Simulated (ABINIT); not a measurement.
# BN (Qingsongite): G0W0 in ABINIT against the bands in the self-energy

Aim: move the bands in the self-energy of a G0W0 run on BN (Qingsongite) over a wide range.

Calculated with ABINIT 10.8.3; LDA and many-body steps on it, plane waves.

## (1) The structure

It takes space group F-43m (No. 216, cubic). Conventional cell: a = 3.615 Å, b = 3.615 Å, c = 3.615 Å, α = 90.00°, β = 90.00°, γ = 90.00°. B has 4 N at 1.57 Å nearest. Nearest to N lie 4 B at 1.57 Å. Farther neighbours and most contacts between anions are not listed.

The cell and positions come from the Crystallography Open Database and are kept as given unless a step says otherwise.

## (2) Screening, 6×6×6 mesh, 79 bands, screening to 217.7 eV

This step: ABINIT 10.8.3; RPA screening on LDA, plane waves, norm-conserving pseudopotentials.

The RPA dielectric matrix is built and inverted for each q.

File run.abi:

```
acell 3*1.0 Angstrom
rprim 
  -0.000000000000 1.807500000000 1.807500000000
  1.807500000000 0.000000000000 1.807500000000
  1.807500000000 1.807500000000 -0.000000000000
ntypat 2
znucl 5 7
natom 2
typat 1 2
xred 
  0.000000000000 0.000000000000 0.000000000000
  0.250000000000 0.250000000000 0.250000000000
pp_dirpath "pseudos"
pseudos "B.upf, N.upf"
ecut 36
ngkpt 6 6 6
nshiftk 1
shiftk 0 0 0
kptopt 1
chksymbreak 0
istwfk *1
occopt 1
irdwfk 1
optdriver 3
nband 79
ecuteps 8
inclvkb 2
awtr 1
symchi 1
indata_prefix "in"
outdata_prefix "out"
tmpdata_prefix "tmp"
```

Launch:

```bash
$ OMP_NUM_THREADS=1 mpirun -n 4 abinit run.abi > log
```

What it wrote:

```text
.Version 10.8.3 of ABINIT. v10.8.2 released Aug 2026.

 Symmetries : space group F-4 3 m (#216); Bravais cF (face-center cubic)
[... echo of the input left out ...]
== DATASET  1 ==================================================================
-   mpi_nproc: 4, omp_nthreads: 1 (-1 if OMP is not activated)

--- !DatasetInfo
iteration_state: {dtset: 1, }
dimensions: {natom: 2, nkpt: 16, mband: 79, nsppol: 1, nspinor: 1, nspden: 1, mpw: 869, }
cutoff_energies: {ecut:  36.0, pawecutdg:  -1.0, }
electrons: {nelect:   8.00000000E+00, charge:   0.00000000E+00, occopt:   1.00000000E+00, tsmear:   1.00000000E-02, }

 SCREENING: Calculation of the susceptibility and dielectric matrices

 Based on a program developped by R.W. Godby, V. Olevano, G. Onida, and L. Reining.
 Incorporated in ABINIT by V. Olevano, G.-M. Rignanese, and M. Torrent.
.Using double precision arithmetic ; gwpc =  8

[... cell and pseudopotentials left out ...]
--------------------------------------------------------------------------------

 ==== K-mesh for the wavefunctions ====
 Number of points in the irreducible wedge :    16
[... list of points left out ...]
 Together with 24 symmetry operations and time-reversal symmetry
 yields   216 points in the full Brillouin Zone.

 ==== Q-mesh for the screening function ====
 Number of points in the irreducible wedge :    16
[... list of points left out ...]
 Together with 24 symmetry operations and time-reversal symmetry
 yields   216 points in the full Brillouin Zone.

 setmesh: FFT mesh size selected  =    20x   20x   20
          total number of points  =         8000

 vcoul_init : cutoff-mode = AUXILIARY_FUNCTION
 q-points for optical limit:   1
     1)      0.000010    0.000020    0.000030

- screening: taking advantage of time-reversal symmetry
- Maximum band index for partially occupied states nbvw = 4
- Remaining bands to be divided among processors   nbcw = 75
- Number of bands treated by each node ~18

 Number of electrons calculated from density =    8.0000; Expected =    8.0000
 average of density, n =  0.100376
 r_s =    1.3348
 omega_plasma =   30.5612 [eV]

 calculating chi0 at frequencies [eV] :
  1    0.000000E+00    0.000000E+00
  2    0.000000E+00    3.056116E+01

--------------------------------------------------------------------------------
  q-point number  1        q = ( 0.000000, 0.000000, 0.000000) [r.l.u.]
--------------------------------------------------------------------------------
[... chi0 elements left out ...]
 For q-point:  0.000010 0.000020 0.000030
  dielectric constant =   4.4473
  dielectric constant without local fields =   4.7905

  Average fulfillment of the sum rule on Im[epsilon] for q-point    1 :     91.59  [%]
[... wings left out ...]
  q-point number  2        q = ( 0.166667, 0.000000, 0.000000) [r.l.u.]
--------------------------------------------------------------------------------
[... chi0 elements left out ...]
  Average fulfillment of the sum rule on Im[epsilon] for q-point    2 :     98.17  [%]

 [... 14 further q-points ...]
```

The job ended after 8.5 s (4 MPI ranks of Arm Neoverse V2, shared host; peak memory 0.47 GiB; 34 s of CPU time).

Numbers from this step:

```
ε∞ with local fields, on this mesh, along the program's q direction : 4.447
the same without local fields                                       : 4.790
plasma frequency                                                    : 30.56 eV
plane waves in the screening matrix                                 : 65
```

Local fields lower ε∞ by 7 %. On a Γ-centred mesh this coarse the value itself is usually too large, while a short band sum pulls it down.

## (3) 12 bands

This step: G0W0 on LDA, plane waves, norm-conserving pseudopotentials.

run.abi: that of step 2 with these lines changed.

```diff
@@ -23,8 +23,17 @@
 irdwfk 1
-optdriver 3
-nband 79
+optdriver 4
+nband 12
+gwcalctyp 0
+ecutsigx 36
+symsigma 1
+nkptgw 2
+kptgw 
+  0.0000000000 0.0000000000 0.0000000000
+  0.5000000000 0.5000000000 0.0000000000
+bdgw 
+  2 7
+  3 6
 ecuteps 8
-inclvkb 2
-awtr 1
-symchi 1
+irdscr 1
+ppmodel 1
 indata_prefix "in"
```

What it wrote:

```text
.Version 10.8.3 of ABINIT. v10.8.2 released Aug 2026.

 Symmetries : space group F-4 3 m (#216); Bravais cF (face-center cubic)
[... echo of the input left out ...]
== DATASET  1 ==================================================================
-   mpi_nproc: 4, omp_nthreads: 1 (-1 if OMP is not activated)

--- !DatasetInfo
iteration_state: {dtset: 1, }
dimensions: {natom: 2, nkpt: 16, mband: 12, nsppol: 1, nspinor: 1, nspden: 1, mpw: 869, }
cutoff_energies: {ecut:  36.0, pawecutdg:  -1.0, }
electrons: {nelect:   8.00000000E+00, charge:   0.00000000E+00, occopt:   1.00000000E+00, tsmear:   1.00000000E-02, }

 SIGMA: Calculation of the GW corrections

 Based on a program developped by R.W. Godby, V. Olevano, G. Onida, and L. Reining.
 Incorporated in ABINIT by V. Olevano, G.-M. Rignanese, and M. Torrent.
.Using double precision arithmetic ; gwpc =  8

[... cell and pseudopotentials left out ...]
--------------------------------------------------------------------------------

 ==== K-mesh for the wavefunctions ====
 Number of points in the irreducible wedge :    16
[... list of points left out ...]
 Together with 24 symmetry operations and time-reversal symmetry
 yields   216 points in the full Brillouin Zone.

 ==== Q-mesh for screening function ====
 Number of points in the irreducible wedge :    16
[... list of points left out ...]
 Together with 24 symmetry operations and time-reversal symmetry
 yields   216 points in the full Brillouin Zone.

 vcoul_init : cutoff-mode = AUXILIARY_FUNCTION
 q-points for optical limit:   1
     1)      0.000010    0.000020    0.000030
 setmesh: FFT mesh size selected  =    25x   25x   25
          total number of points  =        15625

 Number of electrons calculated from density =    8.0000; Expected =    8.0000
 average of density, n =  0.100376
 r_s =    1.3348
 omega_plasma =   30.5612 [eV]

 === KS Band Gaps ===
  >>>> For spin  1
   Minimum direct gap =   8.7475 [eV], located at k-point      :   0.0000  0.0000  0.0000
   Fundamental gap    =   4.4200 [eV], Top of valence bands at :   0.0000  0.0000  0.0000
                                       Bottom of conduction at :   0.5000  0.5000  0.0000
 SIGMA fundamental parameters:
 PLASMON POLE MODEL  1
 number of plane-waves for SigmaX                  869
 number of plane-waves for SigmaC and W             65
 number of plane-waves for wavefunctions           869
 number of bands                                    12
 number of independent spin polarizations            1
 number of spinorial components                      1
 number of k-points in IBZ                          16
 number of q-points in IBZ                          16
 number of symmetry operations                      24
 number of k-points in BZ                          216
 number of q-points in BZ                          216
 number of frequencies for dSigma/dE                 9
 frequency step for dSigma/dE [eV]                0.25
 number of omega for Sigma on real axis              0
 max omega for Sigma on real axis  [eV]           0.00
 zcut for avoiding poles [eV]                     0.10

 EPSILON^-1 parameters (SCR file):
 dimension of the eps^-1 matrix on file             65
 dimension of the eps^-1 matrix used                65
 number of plane-waves for wavefunctions           869
 number of bands                                    79
 number of q-points in IBZ                          16
 number of frequencies                               2
 number of real frequencies                          1
 number of imag frequencies                          1

 matrix elements of self-energy operator (all in [eV])

 Perturbative Calculation

--- !SelfEnergy_ee
iteration_state: {dtset: 1, }
kpoint     : [   0.000,    0.000,    0.000, ]
spin       : 1
KS_gap     :    8.748
QP_gap     :   10.932
Delta_QP_KS:    2.184
data: !SigmaeeData |
     Band     E0 <VxcDFT>   SigX SigC(E0)      Z dSigC/dE  Sig(E)    E-E0       E
        2   8.006 -18.334 -22.055   3.748   0.835  -0.198 -18.311   0.023   8.029
        3   8.006 -18.334 -22.055   3.748   0.835  -0.198 -18.311   0.023   8.029
        4   8.006 -18.334 -22.055   3.748   0.835  -0.198 -18.311   0.023   8.029
        5  16.753 -13.840  -7.141  -4.105   0.851  -0.176 -11.633   2.207  18.960
        6  16.753 -13.840  -7.141  -4.105   0.851  -0.176 -11.633   2.207  18.960
        7  16.753 -13.840  -7.141  -4.105   0.851  -0.176 -11.633   2.207  18.960

--- !SelfEnergy_ee
iteration_state: {dtset: 1, }
kpoint     : [   0.500,    0.500,    0.000, ]
spin       : 1
KS_gap     :    9.351
QP_gap     :   11.493
Delta_QP_KS:    2.142
data: !SigmaeeData |
     Band     E0 <VxcDFT>   SigX SigC(E0)      Z dSigC/dE  Sig(E)    E-E0       E
        3   3.075 -16.416 -21.623   4.498   0.822  -0.217 -16.998  -0.582   2.493
        4   3.075 -16.416 -21.623   4.498   0.822  -0.217 -16.998  -0.582   2.493
        5  12.426 -12.866  -7.423  -3.629   0.860  -0.163 -11.306   1.560  13.985
        6  17.261 -12.887  -6.730  -4.102   0.858  -0.165 -11.123   1.764  19.024

== END DATASET(S) ==============================================================
================================================================================

 -outvars: echo values of variables after computation  --------
           etotal      0.0000000000E+00
            nband          12
             nkpt          16
          spgroup         216
 [... the other variables as echoed above ...]

 Calculation completed.
```

Wall time 1.7 s (4 MPI ranks); peak memory 0.09 GiB; 6.6 s of CPU time.

Numbers from this step:

* G0W0 gap on the points computed: 5.956 eV
* starting gap on the mesh: 4.420 eV
* k of the valence top: 0, 0, 0
* k of the conduction bottom: 0.5, 0.5, 0
* Z at the valence top: 0.835
* Z at the conduction bottom: 0.86
* least direct G0W0 gap on the computed points: 10.93 eV

## (4) 23 bands

The self-energy is evaluated for the states that the input lists, and the levels follow from it, in one-shot runs by the linearised quasiparticle equation.

run.abi: that of step 3 with these lines changed.

```diff
@@ -24,3 +24,3 @@
 optdriver 4
-nband 12
+nband 23
 gwcalctyp 0
```

What it wrote:

```text
.Version 10.8.3 of ABINIT. v10.8.2 released Aug 2026.

 Symmetries : space group F-4 3 m (#216); Bravais cF (face-center cubic)
[... echo of the input left out ...]
== DATASET  1 ==================================================================
-   mpi_nproc: 4, omp_nthreads: 1 (-1 if OMP is not activated)

--- !DatasetInfo
iteration_state: {dtset: 1, }
dimensions: {natom: 2, nkpt: 16, mband: 23, nsppol: 1, nspinor: 1, nspden: 1, mpw: 869, }
cutoff_energies: {ecut:  36.0, pawecutdg:  -1.0, }
electrons: {nelect:   8.00000000E+00, charge:   0.00000000E+00, occopt:   1.00000000E+00, tsmear:   1.00000000E-02, }

 SIGMA: Calculation of the GW corrections

 Based on a program developped by R.W. Godby, V. Olevano, G. Onida, and L. Reining.
 Incorporated in ABINIT by V. Olevano, G.-M. Rignanese, and M. Torrent.
.Using double precision arithmetic ; gwpc =  8

[... cell and pseudopotentials left out ...]
--------------------------------------------------------------------------------

 ==== K-mesh for the wavefunctions ====
 Number of points in the irreducible wedge :    16
[... list of points left out ...]
 Together with 24 symmetry operations and time-reversal symmetry
 yields   216 points in the full Brillouin Zone.

 ==== Q-mesh for screening function ====
 Number of points in the irreducible wedge :    16
[... list of points left out ...]
 Together with 24 symmetry operations and time-reversal symmetry
 yields   216 points in the full Brillouin Zone.

 vcoul_init : cutoff-mode = AUXILIARY_FUNCTION
 q-points for optical limit:   1
     1)      0.000010    0.000020    0.000030
 setmesh: FFT mesh size selected  =    25x   25x   25
          total number of points  =        15625

 Number of electrons calculated from density =    8.0000; Expected =    8.0000
[...]
number of omega for Sigma on real axis              0
 max omega for Sigma on real axis  [eV]           0.00
 zcut for avoiding poles [eV]                     0.10

 EPSILON^-1 parameters (SCR file):
 dimension of the eps^-1 matrix on file             65
 dimension of the eps^-1 matrix used                65
 number of plane-waves for wavefunctions           869
 number of bands                                    79
 number of q-points in IBZ                          16
 number of frequencies                               2
 number of real frequencies                          1
 number of imag frequencies                          1

 matrix elements of self-energy operator (all in [eV])

 Perturbative Calculation

--- !SelfEnergy_ee
iteration_state: {dtset: 1, }
kpoint     : [   0.000,    0.000,    0.000, ]
spin       : 1
KS_gap     :    8.748
QP_gap     :   10.863
Delta_QP_KS:    2.115
data: !SigmaeeData |
     Band     E0 <VxcDFT>   SigX SigC(E0)      Z dSigC/dE  Sig(E)    E-E0       E
        2   8.006 -18.334 -22.055   3.095   0.829  -0.206 -18.853  -0.520   7.486
        3   8.006 -18.334 -22.055   3.095   0.829  -0.206 -18.853  -0.520   7.486
        4   8.006 -18.334 -22.055   3.095   0.829  -0.206 -18.853  -0.520   7.486
[...]
--- !SelfEnergy_ee
iteration_state: {dtset: 1, }
kpoint     : [   0.500,    0.500,    0.000, ]
spin       : 1
KS_gap     :    9.351
QP_gap     :   11.463
Delta_QP_KS:    2.112
data: !SigmaeeData |
     Band     E0 <VxcDFT>   SigX SigC(E0)      Z dSigC/dE  Sig(E)    E-E0       E
[...]
5  12.426 -12.866  -7.423  -4.159   0.855  -0.170 -11.769   1.097  13.523
        6  17.261 -12.887  -6.730  -4.706   0.852  -0.173 -11.650   1.237  18.497

== END DATASET(S) ==============================================================
================================================================================

 -outvars: echo values of variables after computation  --------
           etotal      0.0000000000E+00
            nband          23
             nkpt          16
          spgroup         216
 [... the other variables as echoed above ...]

 Calculation completed.
```

The job ended after 1.9 s (4 MPI ranks; peak memory 0.09 GiB).

This step gave:

| Quantity | Value |
| --- | --- |
| G0W0 gap on the points computed | 6.037 eV |
| starting gap on the mesh | 4.420 eV |
| k of the valence top | 0, 0, 0 |
| k of the conduction bottom | 0.5, 0.5, 0 |
| Z at the valence top | 0.829 |
| Z at the conduction bottom | 0.855 |
| least direct G0W0 gap on the computed points | 10.86 eV |

The gap on the mesh goes from 4.42 eV to 6.04 eV, a correction of +1.62 eV.

## (5) 48 bands

run.abi: that of step 4 with these lines changed.

```diff
@@ -24,3 +24,3 @@
 optdriver 4
-nband 23
+nband 48
 gwcalctyp 0
```

What it wrote:

```text
.Version 10.8.3 of ABINIT. v10.8.2 released Aug 2026.

 Symmetries : space group F-4 3 m (#216); Bravais cF (face-center cubic)
[... echo of the input left out ...]
== DATASET  1 ==================================================================
-   mpi_nproc: 4, omp_nthreads: 1 (-1 if OMP is not activated)

--- !DatasetInfo
iteration_state: {dtset: 1, }
dimensions: {natom: 2, nkpt: 16, mband: 48, nsppol: 1, nspinor: 1, nspden: 1, mpw: 869, }
cutoff_energies: {ecut:  36.0, pawecutdg:  -1.0, }
[...]
Band     E0 <VxcDFT>   SigX SigC(E0)      Z dSigC/dE  Sig(E)    E-E0       E
[...]
5  12.426 -12.866  -7.423  -4.426   0.853  -0.172 -11.999   0.868  13.293
        6  17.261 -12.887  -6.730  -5.020   0.850  -0.176 -11.920   0.967  18.227

== END DATASET(S) ==============================================================
================================================================================

 -outvars: echo values of variables after computation  --------
           etotal      0.0000000000E+00
            nband          48
             nkpt          16
          spgroup         216
 [... the other variables as echoed above ...]

 Calculation completed.
```

It took 2.2 s on 4 MPI ranks; peak memory 0.1 GiB.

This step gave:

```
G0W0 gap on the points computed              : 6.136 eV
starting gap on the mesh                     : 4.420 eV
k of the valence top                         : 0, 0, 0
k of the conduction bottom                   : 0.5, 0.5, 0
least direct G0W0 gap on the computed points : 10.88 eV
```

Against the run before, the gap moves by +0.099 eV.

## (6) 79 bands

run.abi: that of step 5 with these lines changed.

```diff
@@ -24,3 +24,3 @@
 optdriver 4
-nband 48
+nband 79
 gwcalctyp 0
```

What it wrote:

```text
.Version 10.8.3 of ABINIT. v10.8.2 released Aug 2026.

 Symmetries : space group F-4 3 m (#216); Bravais cF (face-center cubic)
[... echo of the input left out ...]
== DATASET  1 ==================================================================
-   mpi_nproc: 4, omp_nthreads: 1 (-1 if OMP is not activated)

--- !DatasetInfo
iteration_state: {dtset: 1, }
dimensions: {natom: 2, nkpt: 16, mband: 79, nsppol: 1, nspinor: 1, nspden: 1, mpw: 869, }
cutoff_energies: {ecut:  36.0, pawecutdg:  -1.0, }
[...]
Band     E0 <VxcDFT>   SigX SigC(E0)      Z dSigC/dE  Sig(E)    E-E0       E
[...]
5  12.426 -12.866  -7.423  -4.500   0.853  -0.172 -12.062   0.804  13.230
        6  17.261 -12.887  -6.730  -5.104   0.850  -0.176 -11.992   0.895  18.156

== END DATASET(S) ==============================================================
================================================================================

 -outvars: echo values of variables after computation  --------
           etotal      0.0000000000E+00
            nband          79
             nkpt          16
          spgroup         216
 [... the other variables as echoed above ...]

 Calculation completed.
```

Elapsed: 2.5 s, on 4 MPI ranks; peak memory 0.12 GiB.

This step gave:

* G0W0 gap on the points computed: 6.177 eV
* starting gap on the mesh: 4.420 eV
* k of the valence top: 0, 0, 0
* k of the conduction bottom: 0.5, 0.5, 0
* least direct G0W0 gap on the computed points: 10.90 eV

Against the run before, the gap moves by +0.041 eV.

## (7) Side by side

Times are wall times on 4 MPI ranks of Arm Neoverse V2, shared host, good to a factor of about two. A run's time includes the screening step that it read.

```csv
run,mesh,bands,screening cutoff (eV),DFT gap (eV),gap on the mesh (eV),direct (eV),ε∞ used,time
12 bands,6×6×6,12,217.7,4.420,5.956,10.931,4.45,10 s
23 bands,6×6×6,23,217.7,4.420,6.037,10.863,4.45,10 s
48 bands,6×6×6,48,217.7,4.420,6.136,10.878,4.45,11 s
79 bands,6×6×6,79,217.7,4.420,6.177,10.897,4.45,11 s
```

## (8) Summary of results

| Property | Result |
| --- | --- |
| 12 bands | 5.956 eV |
| 23 bands | 6.037 eV |
| 48 bands | 6.136 eV |
| 79 bands | 6.177 eV |
| known limits | not at the basis limit; coarse k mesh |

The setting moved: bands in the self-energy. From 12 bands to 79 bands the gap moves by +0.22 eV. The last step still moves it by +0.041 eV. Bands and screening cutoff are coupled, so a series along one setting does not show full convergence. Bands and cutoff are finite, so the gap is not at the basis limit. The miss can reach some tenths of an eV and take either sign; the mesh is an error of its own. In the first G0W0 run levels were corrected at 2 k points alone, so a gap called «on the mesh» is the least over those, and an edge elsewhere would be missed. The 6×6×6 mesh is coarse for this cell, which bears on the long-range parts of exchange and screening.

[Paths, hosts, dates, memory and timing lines, banners, echoed tables and standing remarks are left out of the program output.]

[Logs are printed without paths, hosts, clocks, repeated set-up lines and the standing remarks that a program may print on its own settings, such as how far it seeks lower states.]

[Runs of the session that timed out or met a known fault of the program may be left out.]

[No measured gap is set beside runs whose start may be inverted or whose files or cutoffs have a known fault.]

[Hosts, paths, dates, database ids (printed as entryN), source tags and the programs' standing remarks are cut or masked in the printed files.]

[G0W0 gaps are taken among the corrected bands and points alone; a level outside them can change the order at an edge.]

[Where Ansatz stands beside ABINIT at settings called matched, ABINIT's density can come from a denser mesh and the files from another edition; pairs whose starting gaps differed by over 0.03 eV were left out, so agreement reads better than it is.]
